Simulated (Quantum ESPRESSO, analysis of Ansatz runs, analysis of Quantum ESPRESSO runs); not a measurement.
## Reproducing a measured local vibrational mode: Ga-H pair in Si (Quantum ESPRESSO)

How near does this set-up come to the measured local vibrational mode? Subject: Ga-H pair in Si. Set-up: PBE, GBRV 1.5 PBE, 64-site cell, PBE lattice, k: the zone centre alone. The model is a cell of 64 host atoms with Ga put on another atom's site and H put in between. The frequencies come from force constants among the defect atom and its neighbours, with the masses of the isotopes named. A local or semilocal functional is the cheapest first rung.

**The experiment.** Si-H stretch, 1H: 2171 cm⁻¹, by IR absorption (quoted in “Local vibrational modes of impurities in silicon”, 2008, M.D. McCluskey, quoting earlier work (1987)). The runs below try to reproduce this.

Program: Quantum ESPRESSO 7.5. Level of theory: Quantum ESPRESSO plane-wave DFT, PBE, GBRV 1.5 PBE potentials; relaxation of all atoms of a defect supercell. Results are calculated unless marked as measured.

**1. Starting point**

The cell holds 65 atoms: 63 Si, 1 Ga and 1 H. Its edges and angles: a = 10.936 Å, b = 10.936 Å, c = 10.936 Å, α = 90.0°, β = 90.0°, γ = 90.0°. It derives from Si (space group Fd-3m). Nearest the centre at fractional (0.346, 0.346, 0.346): H65 at 0.56 Å, Ga8 at 1.01 Å, Si4 at 2.04 Å, Si49 at 2.60 Å, Si42 at 2.61 Å, Si27 at 2.62 Å, Si5 at 3.41 Å, Si6 at 3.43 Å.

The host's primitive cell comes from a first run (Quantum ESPRESSO plane-wave DFT, PBE, GBRV 1.5 PBE potentials; relaxation of cell and atoms of a defect-free cell): vectors of 3.867, 3.867 and 3.867 Å. That is 20.44 Å³ an atom, 2.1 % over the diffraction cell's volume. The supercell is built on it.

**2. Relaxation, charge 0**

Every later number rests on the structure around the defect, so the atoms are relaxed at the host's lattice first.

File pw.in:

```
&CONTROL
  calculation = 'relax'
  prefix = 'pwscf'
  outdir = './tmp'
  pseudo_dir = './pseudo'
  tprnfor = .true.
  disk_io = 'low'
  nstep = 70
  forc_conv_thr = 0.00039
  etot_conv_thr = 0.0001
/
&SYSTEM
  ibrav = 0
  nat = 65
  ntyp = 3
  ecutwfc = 45
  ecutrho = 360
  nbnd = 140
  occupations = 'smearing'
  smearing = 'fd'
  degauss = 0.00073499
  nosym = .true.
/
&ELECTRONS
  conv_thr = 6d-08
  electron_maxstep = 100
  mixing_beta = 0.5
/
&IONS
  ion_dynamics = 'bfgs'
/
ATOMIC_SPECIES
Si    28.0850 si_pbe_v1.uspp.F.UPF
Ga    69.7230 ga_pbe_v1.4.uspp.F.UPF
H      1.0080 h_pbe_v1.4.uspp.F.UPF
CELL_PARAMETERS angstrom
  10.9364688678    0.0000000000    0.0000000000
   0.0000000000   10.9364688678    0.0000000000
   0.0000000000    0.0000000000   10.9364688678
ATOMIC_POSITIONS crystal
Si    -0.0005030425    0.0015943996    0.2507410413
Si     0.0003371502    0.2490996135   -0.0015556150
Si     0.2494105926    0.0013193919   -0.0011207622
Si     0.2380689526    0.2380603315    0.2372226981
Si     0.1261445844    0.1255368462    0.3736786269
Si     0.1261064238    0.3744554728    0.1236495851
Si     0.3734666508    0.1241842790    0.1244275111
Ga     0.3973591357    0.3990876125    0.3998887060
Si     0.0015322098   -0.0003663794    0.7509286567
Si    -0.0008730511    0.2511046733    0.4988330456
Si     0.2517063975   -0.0004004516    0.5005216802
Si     0.2484155124    0.2505304894    0.7492568418
Si     0.1251643883    0.1233573108    0.8742133282
Si     0.1236287235    0.3758127130    0.6258963272
Si     0.3767239681    0.1251914319    0.6255793029
Si     0.3752077456    0.3736836164    0.8737476902
Si     0.0016370645    0.4999778505    0.2491852403
Si    -0.0008622627    0.7486693803    0.0009111852
Si     0.2502443084    0.5013607488    0.0011970714
Si     0.2485399655    0.7489255135    0.2502410019
Si     0.1239651534    0.6237651483    0.3758651808
Si     0.1267407015    0.8755343483    0.1248304886
Si     0.3754537777    0.6267664876    0.1251338334
Si     0.3736882372    0.8761858890    0.3754661004
Si     0.0002204577    0.5018026216    0.7497849236
Si     0.0017635314    0.7504812932    0.5000511636
Si     0.2508404925    0.5004444503    0.5015621589
Si     0.2513945078    0.7510695404    0.7505057029
Si     0.1238826336    0.6252137824    0.8735681853
Si     0.1243147850    0.8766732483    0.6247260941
Si     0.3767594544    0.6250414426    0.6254968970
Si     0.3761223531    0.8739454592    0.8740138098
Si     0.4986023299   -0.0009127336    0.2492531803
Si     0.4990328834    0.2508096472    0.0013241831
Si     0.7485917561    0.0010546285    0.0004989108
Si     0.7492606734    0.2510382560    0.2486886172
Si     0.6234767123    0.1251807447    0.3740043946
Si     0.6256208637    0.3754549739    0.1266588644
Si     0.8768238910    0.1251157919    0.1250657095
Si     0.8736986178    0.3738578939    0.3755884744
Si     0.5005580904    0.0011445043    0.7513126115
Si     0.4993493536    0.2482989798    0.4998341884
Si     0.7508597808   -0.0016128946    0.4999395683
Si     0.7507145060    0.2515428697    0.7506733040
Si     0.6232110783    0.1251552033    0.8753463742
Si     0.6248704721    0.3740327000    0.6234534369
Si     0.8758280520    0.1261276964    0.6238223181
Si     0.8755000273    0.3760522932    0.8735904059
Si     0.5011722497    0.4986198602    0.2502556339
Si     0.4983442771    0.7494668831   -0.0005645105
Si     0.7497010803    0.4997209410   -0.0017824357
Si     0.7487011324    0.7504220682    0.2487838152
Si     0.6246440617    0.6267740021    0.3747344277
Si     0.6268056656    0.8749215559    0.1252787874
Si     0.8745708082    0.6232223605    0.1250098186
Si     0.8753448984    0.8732727029    0.3754917254
Si     0.5016415549    0.5006492538    0.7495224321
Si     0.4992790062    0.7493572333    0.5015528435
Si     0.7489575933    0.4988632698    0.4990173827
Si     0.7491469879    0.7483898596    0.7501553139
Si     0.6251090878    0.6259394599    0.8734348102
Si     0.6249625089    0.8767148035    0.6256343085
Si     0.8759379679    0.6239176683    0.6261371361
Si     0.8757547822    0.8736357710    0.8740442348
H      0.3172015549    0.3149469235    0.3157125300
K_POINTS gamma
```

Run with:

```sh
$ OMP_NUM_THREADS=1 mpirun -n 4 pw.x -in pw.in > pw.out
```

The program printed:

```text
This program is part of the open-source Quantum ESPRESSO suite
     for quantum simulation of materials; please cite
         "P. Giannozzi et al., J. Phys.:Condens. Matter 21 395502 (2009);
         "P. Giannozzi et al., J. Phys.:Condens. Matter 29 465901 (2017);
         "P. Giannozzi et al., J. Chem. Phys. 152 154105 (2020);
          URL
     in publications or presentations arising from this work. More details at

     gamma-point specific algorithms are used

     Subspace diagonalization in iterative solution of the eigenvalue problem:
     a serial algorithm will be used

     --------------------
     sticks:   dense  smooth     PW     G-vecs:    dense   smooth      PW
     Min        3064    1529    382               254588    90021   11254
     Max        3065    1532    384               254593    90024   11259
     Sum       12257    6125   1533              1018357   360093   45025

     Using Slab Decomposition

     bravais-lattice index     =            0
     lattice parameter (alat)  =      20.6669  a.u.
     unit-cell volume          =    8827.3016 (a.u.)^3
     number of atoms/cell      =           65
     number of atomic types    =            3
     number of electrons       =       272.00
     number of Kohn-Sham states=          140
     kinetic-energy cutoff     =      45.0000  Ry
     charge density cutoff     =     360.0000  Ry
     scf convergence threshold =      6.0E-08
     mixing beta               =       0.5000
     number of iterations used =            8  plain     mixing
     energy convergence thresh.=      1.0E-04
     force convergence thresh. =      3.9E-04
     Exchange-correlation=  SLA  PW   PBX  PBC
                           (   1   4   3   4   0   0   0)
     nstep                     =           70

     celldm(1)=  20.666931  celldm(2)=   0.000000  celldm(3)=   0.000000
     celldm(4)=   0.000000  celldm(5)=   0.000000  celldm(6)=   0.000000

     crystal axes: (cart. coord. in units of alat)
               a(1) = (   1.000000   0.000000   0.000000 )
               a(2) = (   0.000000   1.000000   0.000000 )
               a(3) = (   0.000000   0.000000   1.000000 )

     reciprocal axes: (cart. coord. in units 2 pi/alat)
               b(1) = (  1.000000  0.000000  0.000000 )
               b(2) = (  0.000000  1.000000  0.000000 )
               b(3) = (  0.000000  0.000000  1.000000 )

     PseudoPot. # 1 for Si read from file:
     si_pbe_v1.uspp.F.UPF
     Pseudo is Ultrasoft + core correction, Zval =  4.0
     Generated by new atomic code, or converted to UPF format
     Using radial grid of  899 points,  6 beta functions with:
                l(1) =   0
                l(2) =   0
                l(3) =   1
                l(4) =   1
                l(5) =   2
                l(6) =   2
     Q(r) pseudized with  8 coefficients,  rinner =    0.900   0.900   0.900
                                                       0.900   0.900

     PseudoPot. # 2 for Ga read from file:
     ga_pbe_v1.4.uspp.F.UPF
     Pseudo is Ultrasoft + core correction, Zval = 19.0
     Generated by new atomic code, or converted to UPF format
     Using radial grid of  871 points,  6 beta functions with:
                l(1) =   0
                l(2) =   0
                l(3) =   1
                l(4) =   1
                l(5) =   2
                l(6) =   2
     Q(r) pseudized with  8 coefficients,  rinner =    1.250   1.250   1.250
                                                       1.250   1.250

     PseudoPot. # 3 for H  read from file:
     h_pbe_v1.4.uspp.F.UPF
     Pseudo is Ultrasoft, Zval =  1.0
     Generated by new atomic code, or converted to UPF format
     Using radial grid of  615 points,  2 beta functions with:
                l(1) =   0
                l(2) =   0
     Q(r) pseudized with  8 coefficients,  rinner =    0.700

     atomic species   valence    mass     pseudopotential
     Si                4.00    28.08500     Si( 1.00)
     Ga               19.00    69.72300     Ga( 1.00)
     H                 1.00     1.00800     H ( 1.00)

     No symmetry found

   Cartesian axes

     site n.     atom                  positions (alat units)
         1        Si     tau(   1) = (  -0.0005030   0.0015944   0.2507410  )
         2        Si     tau(   2) = (   0.0003372   0.2490996  -0.0015556  )
         3        Si     tau(   3) = (   0.2494106   0.0013194  -0.0011208  )
         4        Si     tau(   4) = (   0.2380690   0.2380603   0.2372227  )
         5        Si     tau(   5) = (   0.1261446   0.1255368   0.3736786  )
         6        Si     tau(   6) = (   0.1261064   0.3744555   0.1236496  )
         7        Si     tau(   7) = (   0.3734667   0.1241843   0.1244275  )
         8        Ga     tau(   8) = (   0.3973591   0.3990876   0.3998887  )
         9        Si     tau(   9) = (   0.0015322  -0.0003664   0.7509287  )
        10        Si     tau(  10) = (  -0.0008731   0.2511047   0.4988330  )
        11        Si     tau(  11) = (   0.2517064  -0.0004005   0.5005217  )
        12        Si     tau(  12) = (   0.2484155   0.2505305   0.7492568  )
        13        Si     tau(  13) = (   0.1251644   0.1233573   0.8742133  )
        14        Si     tau(  14) = (   0.1236287   0.3758127   0.6258963  )
        15        Si     tau(  15) = (   0.3767240   0.1251914   0.6255793  )
        16        Si     tau(  16) = (   0.3752077   0.3736836   0.8737477  )
        17        Si     tau(  17) = (   0.0016371   0.4999779   0.2491852  )
[...]
57        Si     tau(  57) = (   0.5016416   0.5006493   0.7495224  )
        58        Si     tau(  58) = (   0.4992790   0.7493572   0.5015528  )
        59        Si     tau(  59) = (   0.7489576   0.4988633   0.4990174  )
        60        Si     tau(  60) = (   0.7491470   0.7483899   0.7501553  )
        61        Si     tau(  61) = (   0.6251091   0.6259395   0.8734348  )
        62        Si     tau(  62) = (   0.6249625   0.8767148   0.6256343  )
        63        Si     tau(  63) = (   0.8759380   0.6239177   0.6261371  )
        64        Si     tau(  64) = (   0.8757548   0.8736358   0.8740442  )
        65        H      tau(  65) = (   0.3172016   0.3149469   0.3157125  )

     number of k points=     1  Fermi-Dirac smearing, width (Ry)=  0.0007
                       cart. coord. in units 2pi/alat
        k(    1) = (   0.0000000   0.0000000   0.0000000), wk =   2.0000000

     Dense  grid:   509179 G-vectors     FFT dimensions: ( 125, 125, 125)

     Smooth grid:   180047 G-vectors     FFT dimensions: (  90,  90,  90)

[...]
atom    4 type  1   force =     0.00010155    0.00004144    0.00001871
     atom    5 type  1   force =    -0.00009982   -0.00023090    0.00011747
     atom    6 type  1   force =    -0.00028625   -0.00001651   -0.00017607
     atom    7 type  1   force =     0.00003821   -0.00014395   -0.00024785
     atom    8 type  2   force =     0.00010105    0.00006123    0.00000591
     atom    9 type  1   force =     0.00003932    0.00028264   -0.00017248
     atom   10 type  1   force =    -0.00004340    0.00001740   -0.00010211
     atom   11 type  1   force =    -0.00002018   -0.00003948   -0.00001722
     atom   12 type  1   force =    -0.00008854   -0.00019369    0.00022649
     atom   13 type  1   force =    -0.00010518   -0.00004861    0.00010452
     atom   14 type  1   force =    -0.00006409    0.00001982   -0.00009941
     atom   15 type  1   force =    -0.00001318   -0.00005913    0.00003584
     atom   16 type  1   force =     0.00007872    0.00019273   -0.00007509
[...]
Total force =     0.001955     Total SCF correction =     0.000030
     Energy error            =      9.1E-06 Ry
     Gradient error          =      4.2E-04 Ry/Bohr

     number of scf cycles    =  17
     number of bfgs steps    =  16

     energy             old  =   -1020.5440577880 Ry
     energy             new  =   -1020.5440668404 Ry

     CASE: energy            _new < energy            _old

     new trust radius        =       0.0015275684 bohr
     new conv_thr            =       0.0000000006 Ry

ATOMIC_POSITIONS (crystal)
Si              -0.0021933360       -0.0020533670        0.2493343480
Si              -0.0021656591        0.2493172026       -0.0023784445
Si               0.2492639768       -0.0024620268       -0.0025607191
Si               0.2316663744        0.2314706609        0.2313087380
Si               0.1202518097        0.1204082714        0.3763750459
Si               0.1202991613        0.3764071643        0.1200578136
Si               0.3762692590        0.1199235704        0.1198123954
Ga               0.4028411201        0.4029018336        0.4029558131
Si              -0.0001419110       -0.0001546266        0.7492381898
Si              -0.0004599487        0.2508813876        0.5000769653
Si               0.2507954844       -0.0003337530        0.4999964789
Si               0.2501515450        0.2501931659        0.7495258624
Si               0.1248784773        0.1248299495        0.8738940511
Si               0.1239110464        0.3756026342        0.6262212766
Si               0.3755556716        0.1240816712        0.6260838201
Si               0.3750705131        0.3751324015        0.8743232708
[...]
NEW-OLD atomic charge density approx. for the potential

     Self-consistent Calculation

     iteration #  1     ecut=    45.00 Ry     beta= 0.50
     Davidson diagonalization with overlap
     ethr =  1.00E-06,  avg # of iterations =  2.0

     Threshold (ethr) on eigenvalues was too large:
     Diagonalizing with lowered threshold

     Davidson diagonalization with overlap
     ethr =  4.42E-10,  avg # of iterations =  9.0

     total energy              =   -1020.54407224 Ry
     estimated scf accuracy    <       0.00000202 Ry

     iteration #  2     ecut=    45.00 Ry     beta= 0.50
     Davidson diagonalization with overlap
     ethr =  7.42E-10,  avg # of iterations =  2.0

     total energy              =   -1020.54407240 Ry
     estimated scf accuracy    <       0.00000057 Ry

     iteration #  3     ecut=    45.00 Ry     beta= 0.50
     Davidson diagonalization with overlap
     ethr =  2.10E-10,  avg # of iterations =  2.0

     total energy              =   -1020.54407249 Ry
     estimated scf accuracy    <       0.00000026 Ry

     iteration #  4     ecut=    45.00 Ry     beta= 0.50
     Davidson diagonalization with overlap
     ethr =  9.69E-11,  avg # of iterations =  2.0

     total energy              =   -1020.54407252 Ry
     estimated scf accuracy    <       0.00000005 Ry

     iteration #  5     ecut=    45.00 Ry     beta= 0.50
     Davidson diagonalization with overlap
     ethr =  1.90E-11,  avg # of iterations =  2.0

     total energy              =   -1020.54407253 Ry
     estimated scf accuracy    <          4.9E-09 Ry

     iteration #  6     ecut=    45.00 Ry     beta= 0.50
     Davidson diagonalization with overlap
     ethr =  1.79E-12,  avg # of iterations =  4.0

     total energy              =   -1020.54407253 Ry
     estimated scf accuracy    <          6.2E-10 Ry

     iteration #  7     ecut=    45.00 Ry     beta= 0.50
     Davidson diagonalization with overlap
     ethr =  2.27E-13,  avg # of iterations =  5.0

     End of self-consistent calculation

          k = 0.0000 0.0000 0.0000 ( 22513 PWs)   bands (ev):

[...]
2.2814   2.3256   2.3259   2.3393   2.3398   2.3428   2.3557   2.3558
     2.3728   2.3732   2.3805   2.3819   2.4024   2.4040   2.4042   2.4981
     2.5374   2.5377   2.5541   2.5545   2.6725   2.7208   2.7212   3.1957
     3.2670   3.2670   3.2835   3.3403   3.3405   4.0889   4.1568   4.1570
     4.2087   4.2126   4.2132   4.2135   4.2139   4.2302   4.2304   4.3351
     4.3353   4.6488   4.7095   4.7097   4.7362   4.7563   4.7625   4.7625
     4.7736   4.7935   4.7937   4.8157   4.8159   4.8486   4.8635   4.8636
     4.8996   4.8998   4.9134   5.2563   5.2566   6.0464   6.1322   6.1323
     6.7196   6.7357   6.8426   6.8427

     the Fermi energy is     6.3860 ev

!    total energy              =   -1020.54407253 Ry
     estimated scf accuracy    <          7.3E-11 Ry
     smearing contrib. (-TS)   =      -0.00000000 Ry
     internal energy E=F+TS    =   -1020.54407253 Ry

     The total energy is F=E-TS. E is the sum of the following terms:
     one-electron contribution =    -380.95886507 Ry
     hartree contribution      =     310.73000304 Ry
     xc contribution           =    -320.71413564 Ry
     ewald contribution        =    -629.60107487 Ry

     convergence has been achieved in   7 iterations

     Forces acting on atoms (cartesian axes, Ry/au):

[...]
atom   58 type  1   force =     0.00019694    0.00024901    0.00003440
     atom   59 type  1   force =     0.00016235    0.00011422    0.00014344
     atom   60 type  1   force =    -0.00007917   -0.00013998   -0.00016154
     atom   61 type  1   force =     0.00009322    0.00007148    0.00013449
     atom   62 type  1   force =     0.00004934    0.00001658   -0.00001784
     atom   63 type  1   force =     0.00006779    0.00010245   -0.00001343
     atom   64 type  1   force =     0.00009847    0.00020204    0.00005304
     atom   65 type  3   force =     0.00021693    0.00013695    0.00004760

     Total force =     0.001481     Total SCF correction =     0.000017
     Energy error            =      5.7E-06 Ry
     Gradient error          =      2.9E-04 Ry/Bohr

     bfgs converged in  18 scf cycles and  17 bfgs steps
     (criteria: energy <  1.0E-04 Ry, force <  3.9E-04 Ry/Bohr)

     End of BFGS Geometry Optimization

     Final energy             =   -1020.5440725325 Ry

     File ./tmp/pwscf.bfgs deleted, as requested
Begin final coordinates

ATOMIC_POSITIONS (crystal)
[...]
Si               0.5001388992        0.7498924659        0.5001743706
Si               0.7498392099        0.5003002148        0.5000661198
Si               0.7500263610        0.7500787676        0.7499497155
Si               0.6249648040        0.6248960933        0.8748073898
Si               0.6249284609        0.8751100109        0.6249719720
Si               0.8750429172        0.6250340823        0.6249069779
Si               0.8750194705        0.8750595486        0.8749078856
H                0.3124248260        0.3099363623        0.3096344853
End final coordinates

=------------------------------------------------------------------------------=
   JOB DONE.
=------------------------------------------------------------------------------=
```

Elapsed: 16 min, on 4 MPI ranks of Arm Neoverse V1, shared host; peak memory 3.6 GiB; 64 min of CPU time.

The steps of the relaxation:

```csv
step,energy less that of the first step (eV)
0,0.0000
1,-0.2803
2,-0.4747
3,-0.5610
4,-0.5817
5,-0.5997
6,-0.6054
7,-0.6078
8,-0.6098
9,-0.6108
10,-0.6116
11,-0.6120
12,-0.6124
13,-0.6126
14,-0.6128
15,-0.6129
16,-0.6130
17,-0.6131
```

The atoms that moved most (Å):

| atom | dx | dy | dz | length |
| --- | --- | --- | --- | --- |
| Si49 | 0.066 | 0.096 | -0.056 | 0.129 |
| Si42 | 0.087 | -0.036 | 0.079 | 0.123 |
| Si4 | -0.070 | -0.072 | -0.065 | 0.119 |
| Si27 | -0.066 | 0.073 | 0.060 | 0.115 |
| H65 | -0.052 | -0.055 | -0.066 | 0.101 |
| Si5 | -0.064 | -0.056 | 0.029 | 0.090 |
| Ga8 | 0.060 | 0.042 | 0.034 | 0.080 |
| Si6 | -0.064 | 0.021 | -0.039 | 0.078 |

The atoms nearest to the centre after the run:

```csv
atom,distance (Å)
H65,0.664
Ga8,1.083
Si4,2.164
Si27,2.729
Si42,2.729
Si49,2.730
Si5,3.502
Si6,3.504
Si7,3.509
```

Neighbours of the added atoms: H65: Si4 1.50, Ga8 1.75, Si7 3.02 Å.

(Continued in part 2 of 2.)

[Logs are printed without paths, hosts, clocks, repeated set-up lines and the standing remarks that a program may print on its own settings, such as how far it seeks lower states.]

[Hosts, paths, dates, database ids (printed as entryN), source tags and the programs' standing remarks are cut or masked in the printed files.]

[For some hosts the program warned that the k-mesh of the response run may be too coarse for force constants and the static dielectric constant; such warnings are not shown here.]
